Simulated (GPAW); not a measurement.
# TiC: optical spectrum from first principles

Aim: the dielectric function of TiC, and the optical constants that follow from it. The cell comes from an older database entry, whose edges can differ from later determinations, mostly by under a per cent.

Program: GPAW 26.7.0. Level of theory: DFT, PBE, plane-wave PAW (GPAW data sets), scalar-relativistic, RPA, optical limit. Results are calculated unless marked as measured.

The database entry behind the starting cell differs from later determinations by our own check (0.1 to 0.3 % short, probably kX units), so it need not match the best structure at ambient conditions.

### Step 1. Set-up

It takes space group Fm-3m (No. 225, cubic). Conventional cell: a = 4.319 Å, b = 4.319 Å, c = 4.319 Å, α = 90.00°, β = 90.00°, γ = 90.00°. Nearest to Ti lie 6 C at 2.16 Å. C has 6 Ti at 2.16 Å nearest. Farther neighbours are not listed.

Structure file:

```cif
data_structure
_symmetry_space_group_name_H-M 'P 1'
_symmetry_Int_Tables_number 1
_cell_length_a 3.0537
_cell_length_b 3.0537
_cell_length_c 3.0537
_cell_angle_alpha 60.000
_cell_angle_beta 60.000
_cell_angle_gamma 60.000
_cell_volume 20.14
loop_
_atom_site_label
_atom_site_type_symbol
_atom_site_fract_x
_atom_site_fract_y
_atom_site_fract_z
_atom_site_occupancy
Ti1 Ti 0.00000 0.00000 0.00000 1
C2 C 0.50000 0.50000 0.50000 1
```

### Step 2. Ground state

The self-consistent density comes first; it also tells whether there is a gap, which decides the occupations and the need for a Drude term.

This step: DFT, PBE, plane-wave PAW (GPAW data sets), scalar-relativistic, ground state (GPAW 26.7.0).

gs.py reads:

```python
from ase import Atoms
from ase.dft.bandgap import bandgap
from gpaw import GPAW, PW, FermiDirac

atoms = Atoms(['Ti', 'C'],
              cell=[[0.000000000000, 2.159300000000, 2.159300000000],
                    [2.159300000000, 0.000000000000, 2.159300000000],
                    [2.159300000000, 2.159300000000, 0.000000000000]],
              scaled_positions=[[0.000000000000, 0.000000000000, 0.000000000000],
                                [0.500000000000, 0.500000000000, 0.500000000000]],
              pbc=[True, True, True])
atoms.calc = GPAW(mode=PW(500), xc='PBE', kpts={'size': (9, 9, 9), 'gamma': True},
                  occupations=FermiDirac(0.05), maxiter=150, txt='gs.txt')
print('energy (eV)', atoms.get_potential_energy())
print('Fermi level (eV)', atoms.calc.get_fermi_level())
print('valence electrons', atoms.calc.get_number_of_electrons())
print('gap (eV)', bandgap(atoms.calc, output=None)[0])
print('direct gap (eV)', bandgap(atoms.calc, direct=True, output=None)[0])
atoms.calc.write('gs.gpw')
```

Run with:

```console
$ OMP_NUM_THREADS=1 python gs.py
```

Numbers of over 12 decimals in the logs are rounded to 6 here.

What it wrote:

```text
__  _  _
 | _ |_)|_||  |
 |__||  | ||/\| - 26.7.0

Versions:
  Python: 3.12.14
  ASE:    3.29.0
  Numpy:  2.5.5
  Scipy:  1.18.1
  Libxc:  7.0.0

Input parameters:
  mode=PW(ecut=500.0),
  kpts=MonkhorstPack(size=(9, 9, 9), gamma=True),
  maxiter=150,
  occupations=Occupations(name='fermi-dirac', width=0.05, fixmagmom=False),
  xc=XC(name='PBE')

Diagonalizing LCAO Hamiltonian
Converting LCAO to pw mode

              C

       Ti

Atoms  # Å, Bohr magnetons
|   | symbol |        x |        y |        z |    initial magnetic moments |
| 0 |     Ti | 0.000000 | 0.000000 | 0.000000 | ( 0.0000,  0.0000,  0.0000) |
| 1 |      C | 2.159300 | 2.159300 | 2.159300 | ( 0.0000,  0.0000,  0.0000) |

Unit cell  # Å
| periodic |        x |        y |        z |  lengths |    angles |
|      yes | 0.000000 | 2.159300 | 2.159300 | 3.053711 | 60.000000 |
|      yes | 2.159300 | 0.000000 | 2.159300 | 3.053711 | 60.000000 |
|      yes | 2.159300 | 2.159300 | 0.000000 | 3.053711 | 60.000000 |

Number of symmetries: 48
Symmetry operations  # r_c * U_cc + t_c -> r_c
|    | kind |            matrix            |
|  0 |  σ   |  1, 0, 0,  1, 0,-1,  1,-1, 0 |
|  1 |  C2  |  1, 0, 0,  1,-1, 0,  1, 0,-1 |
|  2 |  E   |  1, 0, 0,  0, 1, 0,  0, 0, 1 |
|  3 |  σ   |  1, 0, 0,  0, 0, 1,  0, 1, 0 |
|  4 |  C4  |  1, 0,-1,  1, 0, 0,  1,-1, 0 |
|  5 |  S6  |  1, 0,-1,  1,-1, 0,  1, 0, 0 |
|  6 |  σ   |  1, 0,-1,  0, 1,-1,  0, 0,-1 |
|  7 |  C3  |  1, 0,-1,  0, 0,-1,  0, 1,-1 |
|  8 |  S6  |  1,-1, 0,  1, 0, 0,  1, 0,-1 |
|  9 |  C4  |  1,-1, 0,  1, 0,-1,  1, 0, 0 |
| 10 |  C3  |  1,-1, 0,  0,-1, 1,  0,-1, 0 |
| 11 |  σ   |  1,-1, 0,  0,-1, 0,  0,-1, 1 |
| 12 |  σ   |  0, 1, 0,  1, 0, 0,  0, 0, 1 |
| 13 |  C4  |  0, 1, 0,  0, 1,-1, -1, 1, 0 |
| 14 |  C3  |  0, 1, 0,  0, 0, 1,  1, 0, 0 |
| 15 |  S6  |  0, 1, 0, -1, 1, 0,  0, 1,-1 |
| 16 |  C2  |  0, 1,-1,  1, 0,-1,  0, 0,-1 |
| 17 |  σ   |  0, 1,-1,  0, 1, 0, -1, 1, 0 |
| 18 |  S4  |  0, 1,-1,  0, 0,-1,  1, 0,-1 |
| 19 |  C4  |  0, 1,-1, -1, 1, 0,  0, 1, 0 |
| 20 |  C3  |  0, 0, 1,  1, 0, 0,  0, 1, 0 |
| 21 |  σ   |  0, 0, 1,  0, 1, 0,  1, 0, 0 |
| 22 |  S6  |  0, 0, 1,  0,-1, 1, -1, 0, 1 |
| 23 |  C4  |  0, 0, 1, -1, 0, 1,  0,-1, 1 |
| 24 |  S4  |  0, 0,-1,  1, 0,-1,  0, 1,-1 |
| 25 |  C3  |  0, 0,-1,  0, 1,-1,  1, 0,-1 |
| 26 |  C2  |  0, 0,-1,  0,-1, 0, -1, 0, 0 |
| 27 |  S6  |  0, 0,-1, -1, 0, 0,  0,-1, 0 |
| 28 |  S4  |  0,-1, 1,  1,-1, 0,  0,-1, 0 |
| 29 |  C4  |  0,-1, 1,  0, 0, 1, -1, 0, 1 |
| 30 |  C2  |  0,-1, 1,  0,-1, 0,  1,-1, 0 |
| 31 |  σ   |  0,-1, 1, -1, 0, 1,  0, 0, 1 |
| 32 |  C3  |  0,-1, 0,  1,-1, 0,  0,-1, 1 |
| 33 |  S6  |  0,-1, 0,  0, 0,-1, -1, 0, 0 |
| 34 |  S4  |  0,-1, 0,  0,-1, 1,  1,-1, 0 |
| 35 |  C2  |  0,-1, 0, -1, 0, 0,  0, 0,-1 |
| 36 |  C2  | -1, 1, 0,  0, 1, 0,  0, 1,-1 |
| 37 |  S6  | -1, 1, 0,  0, 1,-1,  0, 1, 0 |
| 38 |  S4  | -1, 1, 0, -1, 0, 1, -1, 0, 0 |
| 39 |  C3  | -1, 1, 0, -1, 0, 0, -1, 0, 1 |
| 40 |  S6  | -1, 0, 1,  0, 0, 1,  0,-1, 1 |
| 41 |  C2  | -1, 0, 1,  0,-1, 1,  0, 0, 1 |
| 42 |  C3  | -1, 0, 1, -1, 1, 0, -1, 0, 0 |
| 43 |  S4  | -1, 0, 1, -1, 0, 0, -1, 1, 0 |
| 44 |  C2  | -1, 0, 0,  0, 0,-1,  0,-1, 0 |
| 45 |  i   | -1, 0, 0,  0,-1, 0,  0, 0,-1 |
| 46 |  σ   | -1, 0, 0, -1, 1, 0, -1, 0, 1 |
| 47 |  C2  | -1, 0, 0, -1, 0, 1, -1, 1, 0 |

BZ-sampling:
  Number of BZ points: 729
  Number of IBZ points: 35

  Monkhorst-Pack size: [9, 9, 9]
  Monkhorst-Pack shift: [0, 0, 0]

K-points  # in reciprocal-cell coordinates
|     |                                coordinates |     weight |
|   0 | (  0.00000000,   0.00000000,   0.00000000) | 0.00137174 |
|   1 | (  0.11111111,   0.11111111,   0.00000000) | 0.00823045 |
|   2 | (  0.11111111,   0.11111111,   0.11111111) | 0.01097394 |
|   3 | (  0.22222222,   0.11111111,   0.11111111) | 0.01646091 |
|   4 | (  0.22222222,   0.22222222,   0.00000000) | 0.00823045 |
|   5 | (  0.22222222,   0.22222222,   0.11111111) | 0.03292181 |
|   6 | (  0.22222222,   0.22222222,   0.22222222) | 0.01097394 |
|   7 | (  0.33333333,   0.22222222,   0.11111111) | 0.03292181 |
|   8 | (  0.33333333,   0.22222222,   0.22222222) | 0.03292181 |
|   9 | (  0.33333333,   0.33333333,  -0.33333333) | 0.01646091 |
| ... |                                            |            |
|  34 | (  0.44444444,   0.44444444,   0.44444444) | 0.01097394 |

Plane wave coefficients: 531
Cutoff: 500.0 eV

Spin-components: 1 (collinear spins)
Bands:           14
Projectors:      11
Spin-degeneracy: 2
Datatype:        complex128

Parallelization:
  kpt:    1
  domain: 1
  band:   1

Density:
  Valence electrons: 16.0
  Components: 1
  Grid points: [16 16 16]
  Charge: 0.0  # |e|

Potential:
  Grid points: [16 16 16]

species:
  Ti:
    name:    Titanium
    id:
    Z:       22.0
    valence: 12
    core:    10
    charge:  0.0  # [|e|]
    compensation charges:
      type: gauss
      rc: 0.38  # [Å]
      lmax: 2
    cutoffs:
      filter: 2.23  # [Å]
      core: 1.02  # [Å]
    projectors
    | kind |    occ | energy [eV] | rcut [Å] |
    |   3s |  2.000 |     -62.623 |    1.270 |
    |   4s |  2.000 |      -4.466 |    1.270 |
    |   3p |  6.000 |     -38.862 |    1.058 |
    |   4p |  0.000 |      -1.466 |    1.058 |
    |   3d |  2.000 |      -4.258 |    1.058 |
    |    d |        |      22.953 |    1.058 |

    Using partial waves for Ti as LCAO basis

  C:
    name:    Carbon
    id:
    Z:       6.0
    valence: 4
    core:    2
    charge:  0.0  # [|e|]
    compensation charges:
      type: gauss
      rc: 0.20  # [Å]
      lmax: 2
    cutoffs:
      filter: 1.14  # [Å]
      core: 1.14  # [Å]
    projectors
    | kind |    occ | energy [eV] | rcut [Å] |
    |   2s |  2.000 |     -13.751 |    0.635 |
    |   2p |  2.000 |      -5.284 |    0.635 |
    |    s |        |      13.461 |    0.635 |
    |    p |        |      21.927 |    0.635 |
    |    d |        |       0.000 |    0.635 |

    Using partial waves for C as LCAO basis

Reference energy: -24251.642397  # eV

eigensolver:
  PPCG
  Converge bands: occupied
  niter=2

density mixing:
  MSR1-Mixer
  Pratt-step length: 0.05
  Maximum mixing coefficient: 0.75
  Old densities: 10
  SVD Regularization: 0.005
  Good broyden scale: 1.0
  Trust region scale: 1.0
  Backstep threshold: 4.0
  History deletion threshold: 6.0
  Fourier metric: weight=20.0, sigma=0.015

occupation numbers:
  Fermi-Dirac:
    width: 0.0500  # eV

poisson solver:
  ecut: 4000.0  # eV

xc functional:
  name: PBE with 2 nearest neighbor stencil

convergence criteria:
- Maximum [total energy] change in last 3 cyles: 0.0005 eV / valence electron
- Maximum integral of absolute [dens]ity change: 0.0001 electrons / valence electron
- Maximum integral of absolute [eigenst]ate change: 4e-08 eV^2 / valence electron
maximum number of iterations: 150

SCF iterations
|iter     |      energy | eigst |  dens |
|iter:   1||  -19.778415 | -0.53 |       |
|iter:   2||  -18.927181 | -2.10 | -0.79 |
|iter:   3||  -17.491817 | -0.91 | -0.87 |
|iter:   4||  -17.480888 | -2.46 | -1.58 |
|iter:   5||  -17.492767 | -3.26 | -1.79 |
|iter:   6||  -17.492405 | -3.75 | -2.41 |
|iter:   7||  -17.492415c| -5.89 | -3.42 |
|iter:   8||  -17.492418c| -6.77 | -3.74 |
|iter:   9||  -17.492418c| -7.53c| -4.73c|

Converged in 9 steps
SCF loop duration: 4.072 s (0.452 s/step)
Energy contributions relative to reference atoms: (reference = -24251.642397)

Energy contributions:
  Kinetic:          17.391562
  Coulomb:         -18.340435
  Zero:              0.048509
  External:          0.000000
  Xc:              -16.590841
  Entropy:          -0.002428
  Spinorbit:         0.000000
  ----------------------------
  Free energy:     -17.493632
  Extrapolated:    -17.492418

dipole moment: (-13.794692, -13.794692, -13.794692)  # |e|*Ang

Fermi level: 10.297
Eigenvalues  # (at kpt = [0.000, 0.000, 0.000])
| band index |      eig [eV] | occ [0-2] |
|          0 |       -46.213 |     2.000 |
|          1 |       -22.248 |     2.000 |
|          2 |       -22.248 |     2.000 |
|          3 |       -22.248 |     2.000 |
|          4 |        -2.116 |     2.000 |
|          5 |        11.019 |     0.000 |
|          6 |        11.019 |     0.000 |
|          7 |        11.019 |     0.000 |
|          8 |        11.995 |     0.000 |
|          9 |        11.995 |     0.000 |
|         10 |        11.995 |     0.000 |
|         11 |        12.063 |     0.000 |
|         12 |        12.063 |     0.000 |
|         13 |        20.944 |     0.000 |

No gap
No difference between direct/indirect transitions

--- standard output ---
energy (eV) -17.492418
Fermi level (eV) 10.297246
valence electrons 16.0
gap (eV) 0.0
direct gap (eV) 0.0
```

Elapsed: 6.2 s, on 1 thread of Arm Neoverse V1, shared host; peak memory 0.13 GiB.

This step gave:

* energy: -17.49 eV
* Fermi energy: 10.30 eV
* electrons: 16

There are states at the Fermi level within the smearing, so the occupations stay smeared and the carriers get a Drude term.

### Step 3. Bands for the response

At the fixed density, many empty bands are solved on the mesh of the response, since the spectrum sums over them.

This step: DFT, PBE, plane-wave PAW (GPAW data sets), scalar-relativistic, bands at fixed density (GPAW 26.7.0).

nscf.py reads:

```python
from ase.dft.bandgap import bandgap
from gpaw import GPAW, FermiDirac

calc = GPAW('gs.gpw').fixed_density(kpts={'size': (14, 14, 14), 'gamma': True}, nbands=27, convergence={'bands': 21},
                                    occupations=FermiDirac(0.05), txt='nscf.txt')
print('gap (eV)', bandgap(calc, output=None)[0])
print('direct gap (eV)', bandgap(calc, direct=True, output=None)[0])
print('top band over the Fermi level (eV)', min(calc.get_eigenvalues(kpt=k)[20] for k in range(len(calc.get_ibz_k_points()))) - calc.get_fermi_level())
calc.write('full.gpw', mode='all')
```

Run with:

```console
$ OMP_NUM_THREADS=1 python nscf.py
```

What it wrote:

```text
Diagonalizing LCAO Hamiltonian
Converting LCAO to pw mode
convergence criteria:
- Maximum integral of absolute [eigenst]ate change: 4e-08 eV^2 / valence electron
maximum number of iterations: 150

SCF iterations
|iter     |      energy | eigst |  dens |
|iter:   1||             | +2.15 |       |
|iter:   2||             | +0.35 |       |
|iter:   3||             | -1.55 |       |
|iter:   4||             | -3.33 |       |
|iter:   5||             | -5.06 |       |
|iter:   6||             | -6.76 |       |
|iter:   7||             | -7.83c|       |
SCF steps: 7
  __  _  _
 | _ |_)|_||  |
 |__||  | ||/\| - 26.7.0

Versions:
  Python: 3.12.14
  ASE:    3.29.0
  Numpy:  2.5.5
  Scipy:  1.18.1
  Libxc:  7.0.0

Input parameters:
  mode=PW(ecut=500.0),
  convergence={'bands': 21},
  gpts=array([16, 16, 16]),
  kpts=MonkhorstPack(size=(14, 14, 14), gamma=True),
  maxiter=150,
  nbands=27,
  occupations=Occupations(name='fermi-dirac', width=0.05, fixmagmom=False),
  parallel={},
  xc=XC(name='PBE')

--- standard output ---
gap (eV) 0.0
direct gap (eV) 0.0
top band over the Fermi level (eV) 27.163025
```

The job ended after 19 s (1 thread; peak memory 0.17 GiB).

### Step 4. Dielectric function, RPA

Transitions between filled and empty bands, summed over the zone, give the optical response, so mesh, band count and broadening shape it.

The induced potential is part of this response.

This step: DFT, PBE, plane-wave PAW (GPAW data sets), scalar-relativistic, RPA, optical limit (GPAW 26.7.0).

df.py reads:

```python
from gpaw.response.df import DielectricFunction

df = DielectricFunction('full.gpw', frequencies={'type': 'nonlinear', 'domega0': 0.03, 'omega2': 8},
                        ecut=60,
                        eta=0.2,
                        nbands=21,
                        rate=0.1,
                        txt='df.txt')
for direction in ['x']:
    df.get_dielectric_function(xc='RPA', direction=direction, filename=f'df_{direction}.csv')
```

Run with:

```console
$ OMP_NUM_THREADS=1 python df.py
```

What it wrote:

```text
Using integrator: PointIntegrator
NonLinearFrequencyDescriptor(from 0.000 to 89.957 eV, 531 points)
Nonperiodic BCs:  [False False False]
Using integrator: PointIntegrator
NonLinearFrequencyDescriptor(from 0.000 to 89.957 eV, 531 points)
Nonperiodic BCs:  [False False False]
Using integrator: PointIntegrator

Calculating chi0 body with:
    Ground state adapter containing:
    Number of spins: 1
    Number of kpoints: 2744
    Number of irreducible kpoints: 104
    Number of completely occupied states: 5
    Number of partially occupied states: 9

    Linear response parametrization:
    q_c: [0.0, 0.0, 0.0]
    Number of frequency points: 531
    Planewave cutoff: 60.0
    Number of bands: 21
    Number of planewaves: 15
    Broadening (eta): 0.2

Integrating chi0 body.

Symmetries of q_c:
    Direct symmetries (Uq -> q): 48
    Indirect symmetries (TUq -> q): 0
In total 48 allowed symmetries.

104 groups of equivalent kpoints. 96.209913% reduction.

Integral kind: spectral function

Calculating chi0 optical extensions with:
    Ground state adapter containing:
    Number of spins: 1
    Number of kpoints: 2744
    Number of irreducible kpoints: 104
    Number of completely occupied states: 5
    Number of partially occupied states: 9

    Linear response parametrization:
    Number of frequency points: 531
    Planewave cutoff: 60.0
    Number of bands: 21
    Number of planewaves: 15
    Broadening (eta): 0.2
Integrating chi0 head and wings.

Symmetries of q_c:
    Direct symmetries (Uq -> q): 48
    Indirect symmetries (TUq -> q): 0
In total 48 allowed symmetries.

104 groups of equivalent kpoints. 96.209913% reduction.

Integral kind: spectral function wings

Calculating drude chi0 with:
    Number of frequency points:531
    Plasma frequency decay rate: 0.1 eV

    Ground state adapter containing:
    Number of spins: 1
    Number of kpoints: 2744
    Number of irreducible kpoints: 104
    Number of completely occupied states: 5
    Number of partially occupied states: 9

Symmetries of q_c:
    Direct symmetries (Uq -> q): 48
    Indirect symmetries (TUq -> q): 0
In total 48 allowed symmetries.

104 groups of equivalent kpoints. 96.209913% reduction.

Integral kind: intraband
Plasma frequency:
[[3.26-0.j 0.  +0.j 0.  +0.j]
 [0.  +0.j 3.26-0.j 0.  +0.j]
 [0.  +0.j 0.  +0.j 3.26-0.j]]
```

Wall time 6.6 s (1 thread); peak memory 0.22 GiB.

Some rows of df_x.csv (energy; Re and Im without local fields; Re and Im with them):

```text
0.000000, 1133.835154, -0.000000, 1133.647256, -0.000000
0.555532, -5.852367, 56.558279, -5.881917, 56.468483
1.143969, 4.401134, 18.316238, 4.403228, 18.294188
1.768324, 5.245793, 18.473736, 5.247881, 18.468460
2.431988, 5.721623, 14.436062, 5.725887, 14.427542
3.138794, 3.427994, 14.447107, 3.428914, 14.455590
3.893091, 3.456991, 11.403147, 3.441925, 11.428308
4.699832, 1.340068, 11.366525, 1.311717, 11.391521
5.564682, -1.849793, 9.420429, -1.884931, 9.393281
6.494155, -0.049185, 7.351096, 0.025392, 7.384029
7.495775, -1.979255, 4.921265, -1.973290, 5.069574
8.578281, -1.476356, 4.303232, -1.574493, 4.462374
9.751884, -2.171184, 3.063589, -2.425335, 3.232363
11.028587, -0.855314, 1.302776, -1.191281, 1.236300
12.422601, 0.606551, 2.026132, 0.363423, 1.882843
13.950874, 0.008646, 2.575212, -0.054048, 2.290712
15.633783, -0.341073, 1.627870, -0.303272, 1.429515
17.496047, -0.369565, 1.360410, -0.208100, 1.246148
19.567954, -0.461623, 1.011074, -0.192174, 1.283386
```

Sum at mesh points, not converged in k. Im ε, E ∥ x against photon energy; read off at these points:

```tsv
photon energy (eV)	Im ε, E ∥ x
0.50	62.6
1.00	22.4
1.50	20.1
2.00	15.9
2.50	14.5
3.00	14.5
3.50	12.0
4.00	12.2
4.07	12.4
4.50	10.9
5.00	11.1
5.50	9.78
6.00	7.55
6.50	7.42
6.87	8.83
7.00	8.10
7.50	5.08
8.00	5.19
8.50	4.44
9.00	4.43
9.50	3.75
10.00	2.57
10.50	2.03
11.00	1.26
11.50	1.26
12.00	1.46
12.50	1.95
13.00	2.21
13.50	2.37
14.00	2.36
14.50	1.97
15.00	1.69
15.50	1.44
16.00	1.44
16.50	1.51
17.00	1.29
17.50	1.24
18.00	1.10
18.50	1.17
19.00	1.39
19.50	1.30
20.00	1.14
20.50	1.08
21.00	0.908
21.50	0.713
```

Values under 1 per cm are given as 1; sum at mesh points, not converged in k. The absorption coefficient, E ∥ x by photon energy:

```tsv
photon energy (eV)	absorption coefficient, E ∥ x (1/cm)
1.01	3.4e5
1.99	4.9e5
3.02	7.2e5
3.98	8.7e5
4.98	1.1e6
6.02	1.3e6
6.99	1.7e6
8.03	1.6e6
9.02	1.7e6
10.03	1.7e6
11.03	1.3e6
12.02	1.0e6
13.00	1.3e6
14.04	1.6e6
14.96	1.6e6
16.03	1.5e6
16.96	1.5e6
18.05	1.4e6
18.97	1.6e6
20.06	1.6e6
20.95	1.7e6
```

Sum at mesh points, not converged in k. The Im ε, E ∥ x by photon energy; read off at these points:

```tsv
photon energy (eV)	without local fields	with local fields
1.0	22.4	22.4
1.5	20.2	20.1
2.0	15.9	15.9
3.0	14.5	14.5
4.0	12.2	12.2
5.0	11.1	11.1
6.0	7.57	7.55
6.8	8.67	8.76
7.0	7.94	8.10
8.0	4.99	5.19
9.0	4.25	4.43
10.0	2.45	2.57
11.0	1.32	1.26
12.0	1.62	1.46
13.0	2.51	2.21
13.3	2.94	2.56
14.0	2.66	2.36
15.0	1.93	1.69
16.0	1.66	1.44
17.0	1.45	1.29
18.0	1.27	1.10
19.0	1.31	1.39
20.0	0.874	1.14
21.0	0.606	0.908
```

The loss function −Im 1/ε at q → 0, E ∥ x has structure finer than the step of the table below, so its rows give means over 0.5 eV, whole bins alone (the curve runs from 0.305 to 21.9 eV). Peaks (eV: height): 11.63: 0.751, 18.16: 0.947.

Sum at mesh points, not converged in k. Loss function −Im 1/ε at q → 0, E ∥ x against energy loss; means over each step:

```tsv
energy loss (eV)	loss function −Im 1/ε at q → 0, E ∥ x
1.0	0.0420
1.5	0.0450
2.0	0.0559
2.5	0.0591
3.0	0.0636
3.5	0.0808
4.0	0.0809
4.5	0.0886
5.0	0.0891
5.5	0.100
6.0	0.129
6.5	0.133
7.0	0.114
7.5	0.162
8.0	0.167
8.5	0.198
9.0	0.193
9.5	0.187
10.0	0.213
10.5	0.267
11.0	0.422
11.5	0.712
12.0	0.662
12.5	0.510
13.0	0.434
13.5	0.420
14.0	0.424
14.5	0.453
15.0	0.544
15.5	0.637
16.0	0.678
16.5	0.654
17.0	0.746
17.5	0.798
18.0	0.905
18.5	0.838
19.0	0.726
19.5	0.761
20.0	0.839
20.5	0.858
21.0	1.00
21.5	1.17
```

The reflectivity at normal incidence, E ∥ x has structure finer than the step of the table below, so its rows give means over 1 eV, whole bins alone (the curve runs from 0.305 to 21.9 eV). Peaks (eV: height): 5.5: 46.0, 7.2: 49.8, 8.0: 44.7, 10.0: 50.7, 14.4: 29.7.

Sum at mesh points, not converged in k. Table of reflectivity at normal incidence, E ∥ x by photon energy; means over each step:

```tsv
photon energy (eV)	reflectivity at normal incidence, E ∥ x (%)
1	57.1
2	46.2
3	44.6
4	41.1
5	43.5
6	41.7
7	44.8
8	41.7
9	41.5
10	48.3
11	42.1
12	17.7
13	18.8
14	24.9
15	27.2
16	22.1
17	22.3
18	18.5
19	17.5
20	22.2
21	26.8
```

At chosen wavelengths:

```tsv
wavelength (nm)	n	k	R (%)	1/α
1550	3.88	4.366	63.8	28 nm
1064	3.46	2.627	48.4	32 nm
800	3.80	2.651	49.5	24 nm
633	3.31	2.462	46.3	20 nm
450	3.26	2.322	44.6	15 nm
308	2.79	2.215	42.1	11 nm
248	2.45	2.276	42.6	8.7 nm
```

A polished face would reflect 44 % of daylight and look light grey (CIE x = 0.315, y = 0.328 under D65).

### Step 5. Summary of results

What this shows: At this level (PBE, RPA) TiC is a metal. The mesh is too coarse to trust the carriers' weight, the reflectivity or the colour to better than tens of per cent. A polished face would reflect 44 % of daylight and look light grey (CIE x = 0.315, y = 0.328 under D65). The carriers' damping of 0.1 eV is typed, not computed; it shapes the response at the lowest energies. In this version of GPAW the matrix elements of the optical limit are incomplete, which can lower ε − 1 by up to a tenth where first-row anions or d states rule, and shift it by more in d metals. GPAW's carrier term has the form −ωp²/(ω + i·rate)², which damps like twice the rate and fails at low energy, so the curves leave the lowest energies out. The sum runs over mesh points 0.18 Å⁻¹ apart with no interpolation, so peaks are partly noise of the mesh, and the Drude plasma energy, a sum over the Fermi surface, isn't converged.

[Machine, clock and banner lines and Python warnings are left out of the logs.]

[Logs are printed without paths, hosts, clocks, repeated set-up lines and the standing remarks that a program may print on its own settings, such as how far it seeks lower states.]

[Hosts, paths, dates, database ids (printed as entryN), source tags and the programs' standing remarks are cut or masked in the printed files.]
